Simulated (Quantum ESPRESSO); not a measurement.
# W(100), 5 layers against a metal electrode, stepped through the charge of the slab, part 3 of 4

Aim: how the results for W(100), 5 layers against a metal electrode change with the charge of the slab.

Quantum ESPRESSO 7.5; plane-wave DFT, PBE, GBRV ultrasoft pseudopotentials.

So far. Step 2 (Variable-cell relaxation of the reference):  The last row is no step: it is a fresh SCF in the final cell with a new plane-wave basis, -1 meV from the row before. Step 3 (Relaxation with pw.x of the reference): The relaxation lowers the energy by 59 meV an atom. On the free atoms the largest force ends at 0.009 eV/Å.

### Step 4. Self-consistent run, 0 ×10¹³ e/cm²

A run under open boundaries on these atoms gives the vacuum levels.

Contents of m2.esm.in:

```
&control
  prefix = 'm2.esm'
  outdir = './out'
  pseudo_dir = './pseudo'
  calculation = 'scf'
  tprnfor = .true.
/
&system
  ibrav = 0
  nat = 5
  ntyp = 1
  ecutwfc = 40
  ecutrho = 200
  occupations = 'smearing'
  smearing = 'mv'
  degauss = 0.02
  assume_isolated = 'esm'
  esm_bc = 'bc3'
  tot_charge = 0.0
/
&electrons
  conv_thr = 1e-08
  mixing_beta = 0.25
  electron_maxstep = 160
  mixing_mode = 'local-TF'
  mixing_ndim = 12
/
ATOMIC_SPECIES
  W   183.8400  w_pbe_v1.2.uspp.F.UPF
CELL_PARAMETERS angstrom
  3.18214897600000 0.00000000000000 0.00000000000000
  0.00000000000000 3.18214897600000 0.00000000000000
  0.00000000000000 0.00000000000000 21.46943549630380
ATOMIC_POSITIONS crystal
  W   0.000000000000 0.000000000000 -0.071664122610
  W   0.500000000000 0.500000000000 -0.005433252910
  W   0.000000000000 0.000000000000 0.069866764790
  W   0.500000000000 0.500000000000 0.145166782490
  W   0.000000000000 0.000000000000 0.211397652190
K_POINTS automatic
  10 10 1 0 0 0
```

Command:

```console
> OMP_NUM_THREADS=1 mpirun -n 4 pw.x -nk 4 -in m2.esm.in > m2.esm.out
```

The program printed:

```text
[banner, memory and clock lines left out]
Program PWSCF v.7.5 starts
[citation notice left out]

[...]
Message from routine setup:
[...]
bravais-lattice index     =            0
     lattice parameter (alat)  =       6.0134  a.u.
     unit-cell volume          =    1467.0950 (a.u.)^3
     number of atoms/cell      =            5
     number of atomic types    =            1
     number of electrons       =        70.00
     number of Kohn-Sham states=           42
     kinetic-energy cutoff     =      40.0000  Ry
     charge density cutoff     =     200.0000  Ry
     scf convergence threshold =      1.0E-08
     mixing beta               =       0.2500
     number of iterations used =           12  local-TF  mixing
     Exchange-correlation= SLA  PW   PBE  PBE
                           (   1   4   3   4   0   0   0)

     Effective Screening Medium Method
     Boundary Conditions: Vacuum-Slab-Metal
     total charge in unit cell        =   0.0000
     grid points for fit at edges     =        4

[...]
PseudoPot. # 1 for W  read from file:
     ./pseudo/w_pbe_v1.2.uspp.F.UPF
     Pseudo is Ultrasoft + core correction, Zval = 14.0
     Generated by new atomic code, or converted to UPF format
     Using radial grid of  923 points,  8 beta functions with:
                l(1) =   0
                l(2) =   0
                l(3) =   0
                l(4) =   1
                l(5) =   1
                l(6) =   2
                l(7) =   2
                l(8) =   3
     Q(r) pseudized with  6 coefficients,  rinner =    1.350   1.350   1.350
                                                       1.350   1.350   1.350
                                                       1.350

     atomic species   valence    mass     pseudopotential
     W                14.00   183.84000     W ( 1.00)

      8 Sym. Ops. (no inversion) found

[...]
number of k points=    21  Marzari-Vanderbilt smearing, width (Ry)=  0.0200
[...]
Dense  grid:    70167 G-vectors     FFT dimensions: (  27,  27, 192)

     Smooth grid:    50051 G-vectors     FFT dimensions: (  25,  25, 180)

     Initial potential from superposition of free atoms

     starting charge      69.4983, renormalised to      70.0000

     negative rho (up, down):  3.220E-01 0.000E+00
     Starting wfcs are   65 randomized atomic wfcs

     per-process dynamical memory:    75.1 Mb

     Self-consistent Calculation

     iteration #  1     ecut=    40.00 Ry     beta= 0.25
     Davidson diagonalization with overlap
     ethr =  1.00E-02,  avg # of iterations =  1.3

     negative rho (up, down):  3.217E-01 0.000E+00

     total energy              =    -795.29268995 Ry
     estimated scf accuracy    <       1.18589590 Ry

     iteration #  2     ecut=    40.00 Ry     beta= 0.25
[...]
negative rho (up, down):  3.272E-01 0.000E+00

[...]
total energy              =    -795.20382637 Ry
     estimated scf accuracy    <       0.87354895 Ry

     iteration #  3     ecut=    40.00 Ry     beta= 0.25
[...]
negative rho (up, down):  3.282E-01 0.000E+00

[...]
total energy              =    -795.24917382 Ry
     estimated scf accuracy    <       0.17289357 Ry

     iteration #  4     ecut=    40.00 Ry     beta= 0.25
[...]
negative rho (up, down):  3.283E-01 0.000E+00

[...]
total energy              =    -795.31125557 Ry
     estimated scf accuracy    <       0.07456518 Ry

     iteration #  5     ecut=    40.00 Ry     beta= 0.25
[...]
negative rho (up, down):  3.282E-01 0.000E+00

[...]
total energy              =    -795.32486479 Ry
     estimated scf accuracy    <       0.07225758 Ry

     iteration #  6     ecut=    40.00 Ry     beta= 0.25
[...]
negative rho (up, down):  3.282E-01 0.000E+00

[...]
total energy              =    -795.32763345 Ry
     estimated scf accuracy    <       0.07348364 Ry

[...]
iteration # 53     ecut=    40.00 Ry     beta= 0.25
[...]
c_bands:  2 eigenvalues not converged
[...]
negative rho (up, down):  3.328E-01 0.000E+00

[...]
total energy              =    -795.30903975 Ry
     estimated scf accuracy    <       0.00000007 Ry

     iteration # 54     ecut=    40.00 Ry     beta= 0.25
[...]
negative rho (up, down):  3.328E-01 0.000E+00

[...]
total energy              =    -795.30901667 Ry
     estimated scf accuracy    <       0.00000009 Ry

     iteration # 55     ecut=    40.00 Ry     beta= 0.25
[...]
negative rho (up, down):  3.328E-01 0.000E+00

[...]
total energy              =    -795.30902132 Ry
     estimated scf accuracy    <       0.00000017 Ry

     iteration # 56     ecut=    40.00 Ry     beta= 0.25
[...]
negative rho (up, down):  3.328E-01 0.000E+00

[...]
End of self-consistent calculation

          k = 0.0000 0.0000 0.0000 (  6217 PWs)   bands (ev):

   -78.3374 -78.1164 -78.1072 -77.9446 -77.9386 -42.7343 -42.6850 -42.6850
   -42.5648 -42.5240 -42.4670 -42.4670 -42.2659 -42.2659 -42.0945 -41.8783
   -41.8260 -41.8260 -41.7691 -41.7691 -12.9791 -11.1574  -9.5717  -9.3583
    -8.8019  -8.6149  -8.1096  -6.5431  -5.2554  -5.2554  -5.1551  -4.7756
    -4.7756  -4.4846  -4.3911  -4.3494  -4.1336  -4.1336  -3.9057  -2.5927
    -2.5926  -2.5196

          k = 0.0000 0.1000 0.0000 (  6250 PWs)   bands (ev):

   -78.3350 -78.1117 -78.1036 -77.9477 -77.9424 -42.7776 -42.7348 -42.6652
   -42.5582 -42.5342 -42.4500 -42.4078 -42.3637 -42.2634 -42.0068 -41.9344
   -41.8401 -41.7973 -41.7881 -41.7861 -12.7573 -10.9935  -9.4229  -9.2226
    -8.7471  -8.5444  -7.9836  -6.5775  -5.6675  -5.4968  -5.4933  -4.8408
    -4.7440  -4.6652  -4.5892  -4.2747  -3.8975  -3.6393  -3.3502  -3.2237
    -2.8508  -2.0583

[...]
the Fermi energy is    -4.1478 ev

!    total energy              =    -795.30902285 Ry
     estimated scf accuracy    <          1.3E-09 Ry
     smearing contrib. (-TS)   =      -0.00001021 Ry
     internal energy E=F+TS    =    -795.30901264 Ry

     The total energy is F=E-TS. E is the sum of the following terms:
     one-electron contribution =  -51285.33921050 Ry
     hartree contribution      =   25616.69704397 Ry
     xc contribution           =    -205.88908691 Ry
     ewald contribution        =   25079.22224080 Ry

     convergence has been achieved in  56 iterations

     negative rho (up, down):  3.328E-01 0.000E+00

     Forces acting on atoms (cartesian axes, Ry/au):

     atom    1 type  1   force =     0.00000000    0.00000000   -0.00036005
     atom    2 type  1   force =     0.00000000    0.00000000    0.00026581
     atom    3 type  1   force =     0.00000000    0.00000000   -0.00003171
     atom    4 type  1   force =     0.00000000    0.00000000   -0.00030183
     atom    5 type  1   force =     0.00000000    0.00000000    0.00031016

     Total force =     0.000623     Total SCF correction =     0.000304
     SCF correction compared to forces is large: reduce conv_thr to get better values

[...]
```

Run time: 4 min. Hardware: 4 MPI ranks of Arm Neoverse V1, shared host; peak memory 0.85 GiB; 16 min of CPU time.

Read from the output:

- Fermi energy: -4.148 eV
- vacuum line at the lower end of the cell, over the Fermi level: 4.148 eV
- slope of the potential above: 5.02e-4 eV/Å
- vacuum line at the upper end of the cell, over the Fermi level: 4.148 eV

Electrostatic potential energy of an electron; zero at the Fermi level. Table of potential energy, planar mean by z:

```tsv
z (Å)	potential energy, planar mean (eV)
-10	4.15
-9	4.15
-8	4.15
-7	4.15
-6	4.14
-5	4.12
-4	3.95
-3	2.47
-2	-7.05
-1	-10.1
0	-10.6
1	-8.79
2	-8.79
3	-10.5
4	-10.1
5	-7.05
6	2.46
7	3.96
8	4.13
9	4.15
10	4.15
```

Inside the slab this potential holds the local part of the pseudopotentials, which can be repulsive at the nuclei; only its value in the vacuum has a meaning of its own.

### Step 5. SCF with pw.x, 1 ×10¹³ e/cm²

m3.esm.in, as its differences from the input of step 4:

```diff
@@ -1,3 +1,3 @@
 &control
-  prefix = 'm2.esm'
+  prefix = 'm3.esm'
   outdir = './out'
@@ -18,3 +18,3 @@
   esm_bc = 'bc3'
-  tot_charge = 0.0
+  tot_charge = 0.00999
 /
@@ -26,2 +26,3 @@
   mixing_ndim = 12
+  startingpot = 'file'
 /
```

Command:

```console
> cp -r out/m2.esm.save out/m3.esm.save
> OMP_NUM_THREADS=1 mpirun -n 4 pw.x -nk 4 -in m3.esm.in > m3.esm.out
```

The program printed:

```text
[banner, memory and clock lines left out]
Program PWSCF v.7.5 starts
[...]
Message from routine setup:
[...]
number of electrons       =        69.99
     number of Kohn-Sham states=           42
     kinetic-energy cutoff     =      40.0000  Ry
     charge density cutoff     =     200.0000  Ry
[...]
number of k points=    21  Marzari-Vanderbilt smearing, width (Ry)=  0.0200
[...]
Dense  grid:    70167 G-vectors     FFT dimensions: (  27,  27, 192)
[...]
The initial density is read from file :
[...]
negative rho (up, down):  3.328E-01 0.000E+00
     Starting wfcs are   65 randomized atomic wfcs
[...]
negative rho (up, down):  3.329E-01 0.000E+00
[...]
estimated scf accuracy    <       1.08959272 Ry
[...]
negative rho (up, down):  3.330E-01 0.000E+00
[...]
estimated scf accuracy    <       0.09657209 Ry
[...]
negative rho (up, down):  3.330E-01 0.000E+00
[...]
estimated scf accuracy    <       0.00569585 Ry
[...]
negative rho (up, down):  3.329E-01 0.000E+00
[...]
estimated scf accuracy    <       0.00238013 Ry
[...]
negative rho (up, down):  3.328E-01 0.000E+00
[...]
estimated scf accuracy    <       0.00176349 Ry
[...]
negative rho (up, down):  3.327E-01 0.000E+00
[...]
estimated scf accuracy    <       0.00070464 Ry
[...]
negative rho (up, down):  3.326E-01 0.000E+00
[...]
estimated scf accuracy    <       0.00058323 Ry
[...]
negative rho (up, down):  3.323E-01 0.000E+00
[...]
estimated scf accuracy    <       0.00026081 Ry
[...]
negative rho (up, down):  3.324E-01 0.000E+00
[...]
estimated scf accuracy    <       0.00016385 Ry
[...]
negative rho (up, down):  3.324E-01 0.000E+00
[...]
estimated scf accuracy    <       0.00027774 Ry
[...]
negative rho (up, down):  3.324E-01 0.000E+00
[...]
estimated scf accuracy    <       0.00033737 Ry
[...]
negative rho (up, down):  3.326E-01 0.000E+00
[...]
estimated scf accuracy    <       0.00015896 Ry
[...]
negative rho (up, down):  3.326E-01 0.000E+00
[...]
estimated scf accuracy    <       0.00002549 Ry
[...]
negative rho (up, down):  3.326E-01 0.000E+00
[...]
estimated scf accuracy    <       0.00001669 Ry
[...]
negative rho (up, down):  3.327E-01 0.000E+00
[...]
estimated scf accuracy    <       0.00002597 Ry
[...]
negative rho (up, down):  3.328E-01 0.000E+00
[...]
estimated scf accuracy    <       0.00000234 Ry
[...]
negative rho (up, down):  3.328E-01 0.000E+00
[...]
estimated scf accuracy    <       0.00000464 Ry
[...]
negative rho (up, down):  3.328E-01 0.000E+00
[...]
estimated scf accuracy    <       0.00000300 Ry
[...]
negative rho (up, down):  3.328E-01 0.000E+00
[...]
estimated scf accuracy    <       0.00000190 Ry
[...]
negative rho (up, down):  3.328E-01 0.000E+00
[...]
estimated scf accuracy    <       0.00000024 Ry
[...]
negative rho (up, down):  3.328E-01 0.000E+00
[...]
estimated scf accuracy    <       0.00000069 Ry
[...]
negative rho (up, down):  3.329E-01 0.000E+00
[...]
estimated scf accuracy    <       0.00000011 Ry
[...]
negative rho (up, down):  3.329E-01 0.000E+00
[...]
estimated scf accuracy    <       0.00000027 Ry
[...]
negative rho (up, down):  3.329E-01 0.000E+00
[...]
estimated scf accuracy    <       0.00000003 Ry
[...]
negative rho (up, down):  3.329E-01 0.000E+00
[...]
estimated scf accuracy    <       0.00000002 Ry
[...]
negative rho (up, down):  3.329E-01 0.000E+00
[...]
estimated scf accuracy    <       0.00000002 Ry
[...]
negative rho (up, down):  3.329E-01 0.000E+00
[...]
the Fermi energy is    -4.8792 ev
!    total energy              =    -795.30559052 Ry
     estimated scf accuracy    <          2.4E-09 Ry
     smearing contrib. (-TS)   =      -0.00002836 Ry
     internal energy E=F+TS    =    -795.30556216 Ry
[...]
one-electron contribution =  -51281.57799170 Ry
     hartree contribution      =   25612.93637085 Ry
     xc contribution           =    -205.88618211 Ry
     ewald contribution        =   25079.22224080 Ry
     convergence has been achieved in  27 iterations
     negative rho (up, down):  3.329E-01 0.000E+00
[...]
Total force =     0.000581     Total SCF correction =     0.000334
[...]
```

Run time: 1.9 min. Hardware: 4 MPI ranks; peak memory 0.85 GiB; 7.7 min of CPU time.

Numbers from this step:

| Property | Result |
| --- | --- |
| Fermi energy | -4.879 eV |
| vacuum line at the lower end of the cell, over the Fermi level | 4.151 eV |
| slope of the potential above | 0.1793 eV/Å |
| vacuum line at the upper end of the cell, over the Fermi level | 4.880 eV |

Inside the slab this potential holds the local part of the pseudopotentials, which can be repulsive at the nuclei; only its value in the vacuum has a meaning of its own.

### Step 6. SCF with pw.x, -1.5 ×10¹³ e/cm²

m1.esm.in, as its differences from the input of step 5:

```diff
@@ -1,3 +1,3 @@
 &control
-  prefix = 'm3.esm'
+  prefix = 'm1.esm'
   outdir = './out'
@@ -18,3 +18,3 @@
   esm_bc = 'bc3'
-  tot_charge = 0.00999
+  tot_charge = -0.01498
 /
```

Command:

```console
> cp -r out/m2.esm.save out/m1.esm.save
> OMP_NUM_THREADS=1 mpirun -n 4 pw.x -nk 4 -in m1.esm.in > m1.esm.out
```

The program printed:

```text
[banner, memory and clock lines left out]
Program PWSCF v.7.5 starts
[...]
Message from routine setup:
[...]
number of electrons       =        70.01
     number of Kohn-Sham states=           42
     kinetic-energy cutoff     =      40.0000  Ry
     charge density cutoff     =     200.0000  Ry
[...]
number of k points=    21  Marzari-Vanderbilt smearing, width (Ry)=  0.0200
[...]
Dense  grid:    70167 G-vectors     FFT dimensions: (  27,  27, 192)
[...]
The initial density is read from file :
[...]
negative rho (up, down):  3.329E-01 0.000E+00
     Starting wfcs are   65 randomized atomic wfcs
[...]
negative rho (up, down):  3.336E-01 0.000E+00
[...]
estimated scf accuracy    <       2.28835427 Ry
[...]
negative rho (up, down):  3.344E-01 0.000E+00
[...]
estimated scf accuracy    <       0.20645701 Ry
[...]
negative rho (up, down):  3.356E-01 0.000E+00
[...]
estimated scf accuracy    <       0.02209266 Ry
[...]
negative rho (up, down):  3.367E-01 0.000E+00
[...]
estimated scf accuracy    <       0.00825166 Ry
[...]
negative rho (up, down):  3.360E-01 0.000E+00
[...]
estimated scf accuracy    <       0.01379935 Ry
[...]
negative rho (up, down):  3.355E-01 0.000E+00
[...]
estimated scf accuracy    <       0.00551606 Ry
[...]
negative rho (up, down):  3.347E-01 0.000E+00
[...]
estimated scf accuracy    <       0.00039451 Ry
[...]
negative rho (up, down):  3.346E-01 0.000E+00
[...]
estimated scf accuracy    <       0.00072707 Ry
[...]
negative rho (up, down):  3.340E-01 0.000E+00
[...]
estimated scf accuracy    <       0.00032864 Ry
[...]
negative rho (up, down):  3.335E-01 0.000E+00
[...]
estimated scf accuracy    <       0.00004973 Ry
[...]
negative rho (up, down):  3.334E-01 0.000E+00
[...]
estimated scf accuracy    <       0.00013067 Ry
[...]
negative rho (up, down):  3.331E-01 0.000E+00
[...]
estimated scf accuracy    <       0.00017107 Ry
[...]
negative rho (up, down):  3.331E-01 0.000E+00
[...]
estimated scf accuracy    <       0.00003129 Ry
[...]
negative rho (up, down):  3.330E-01 0.000E+00
[...]
estimated scf accuracy    <       0.00002299 Ry
[...]
negative rho (up, down):  3.329E-01 0.000E+00
[...]
estimated scf accuracy    <       0.00001097 Ry
[...]
negative rho (up, down):  3.329E-01 0.000E+00
[...]
estimated scf accuracy    <       0.00000359 Ry
[...]
negative rho (up, down):  3.328E-01 0.000E+00
[...]
estimated scf accuracy    <       0.00000329 Ry
[...]
negative rho (up, down):  3.328E-01 0.000E+00
[...]
estimated scf accuracy    <       0.00000384 Ry
[...]
negative rho (up, down):  3.328E-01 0.000E+00
[...]
estimated scf accuracy    <       0.00000547 Ry
[...]
negative rho (up, down):  3.328E-01 0.000E+00
[...]
estimated scf accuracy    <       0.00000038 Ry
[...]
negative rho (up, down):  3.328E-01 0.000E+00
[...]
estimated scf accuracy    <       0.00000016 Ry
[...]
negative rho (up, down):  3.328E-01 0.000E+00
[...]
estimated scf accuracy    <       0.00000013 Ry
[...]
negative rho (up, down):  3.328E-01 0.000E+00
[...]
estimated scf accuracy    <       0.00000007 Ry
[...]
negative rho (up, down):  3.328E-01 0.000E+00
[...]
estimated scf accuracy    <       0.00000012 Ry
[...]
negative rho (up, down):  3.328E-01 0.000E+00
[...]
estimated scf accuracy    <       0.00000005 Ry
[...]
negative rho (up, down):  3.328E-01 0.000E+00
[...]
estimated scf accuracy    <       0.00000006 Ry
[...]
negative rho (up, down):  3.328E-01 0.000E+00
[...]
estimated scf accuracy    <       0.00000003 Ry
[...]
negative rho (up, down):  3.328E-01 0.000E+00
[...]
the Fermi energy is    -3.0718 ev
!    total energy              =    -795.31331817 Ry
     estimated scf accuracy    <          8.7E-09 Ry
     smearing contrib. (-TS)   =       0.00001068 Ry
     internal energy E=F+TS    =    -795.31332885 Ry
[...]
one-electron contribution =  -51290.88031322 Ry
     hartree contribution      =   25622.23797503 Ry
     xc contribution           =    -205.89323146 Ry
     ewald contribution        =   25079.22224080 Ry
     convergence has been achieved in  28 iterations
     negative rho (up, down):  3.328E-01 0.000E+00
[...]
Total force =     0.000722     Total SCF correction =     0.000434
[...]
```

It took 1.9 min on 4 MPI ranks; peak memory 0.85 GiB; 7.7 min of CPU time.

Numbers from this step:

```
Fermi energy                                                   : -3.072 eV
vacuum line at the lower end of the cell, over the Fermi level : 4.149 eV
slope of the potential above                                   : -0.2675 eV/Å
vacuum line at the upper end of the cell, over the Fermi level : 3.072 eV
```

Inside the slab this potential holds the local part of the pseudopotentials, which can be repulsive at the nuclei; only its value in the vacuum has a meaning of its own.

[end of part 3 of 4]

[Logs are printed without paths, hosts, clocks, repeated set-up lines and the standing remarks that a program may print on its own settings, such as how far it seeks lower states.]

[Hosts, paths, dates, database ids (printed as entryN), source tags and the programs' standing remarks are cut or masked in the printed files.]

[Maps of the electrostatic potential energy from Ansatz leave out the sawtooth potential of an applied field or a dipole correction, so their vacuum need not be flat; planar profiles and work functions include it.]
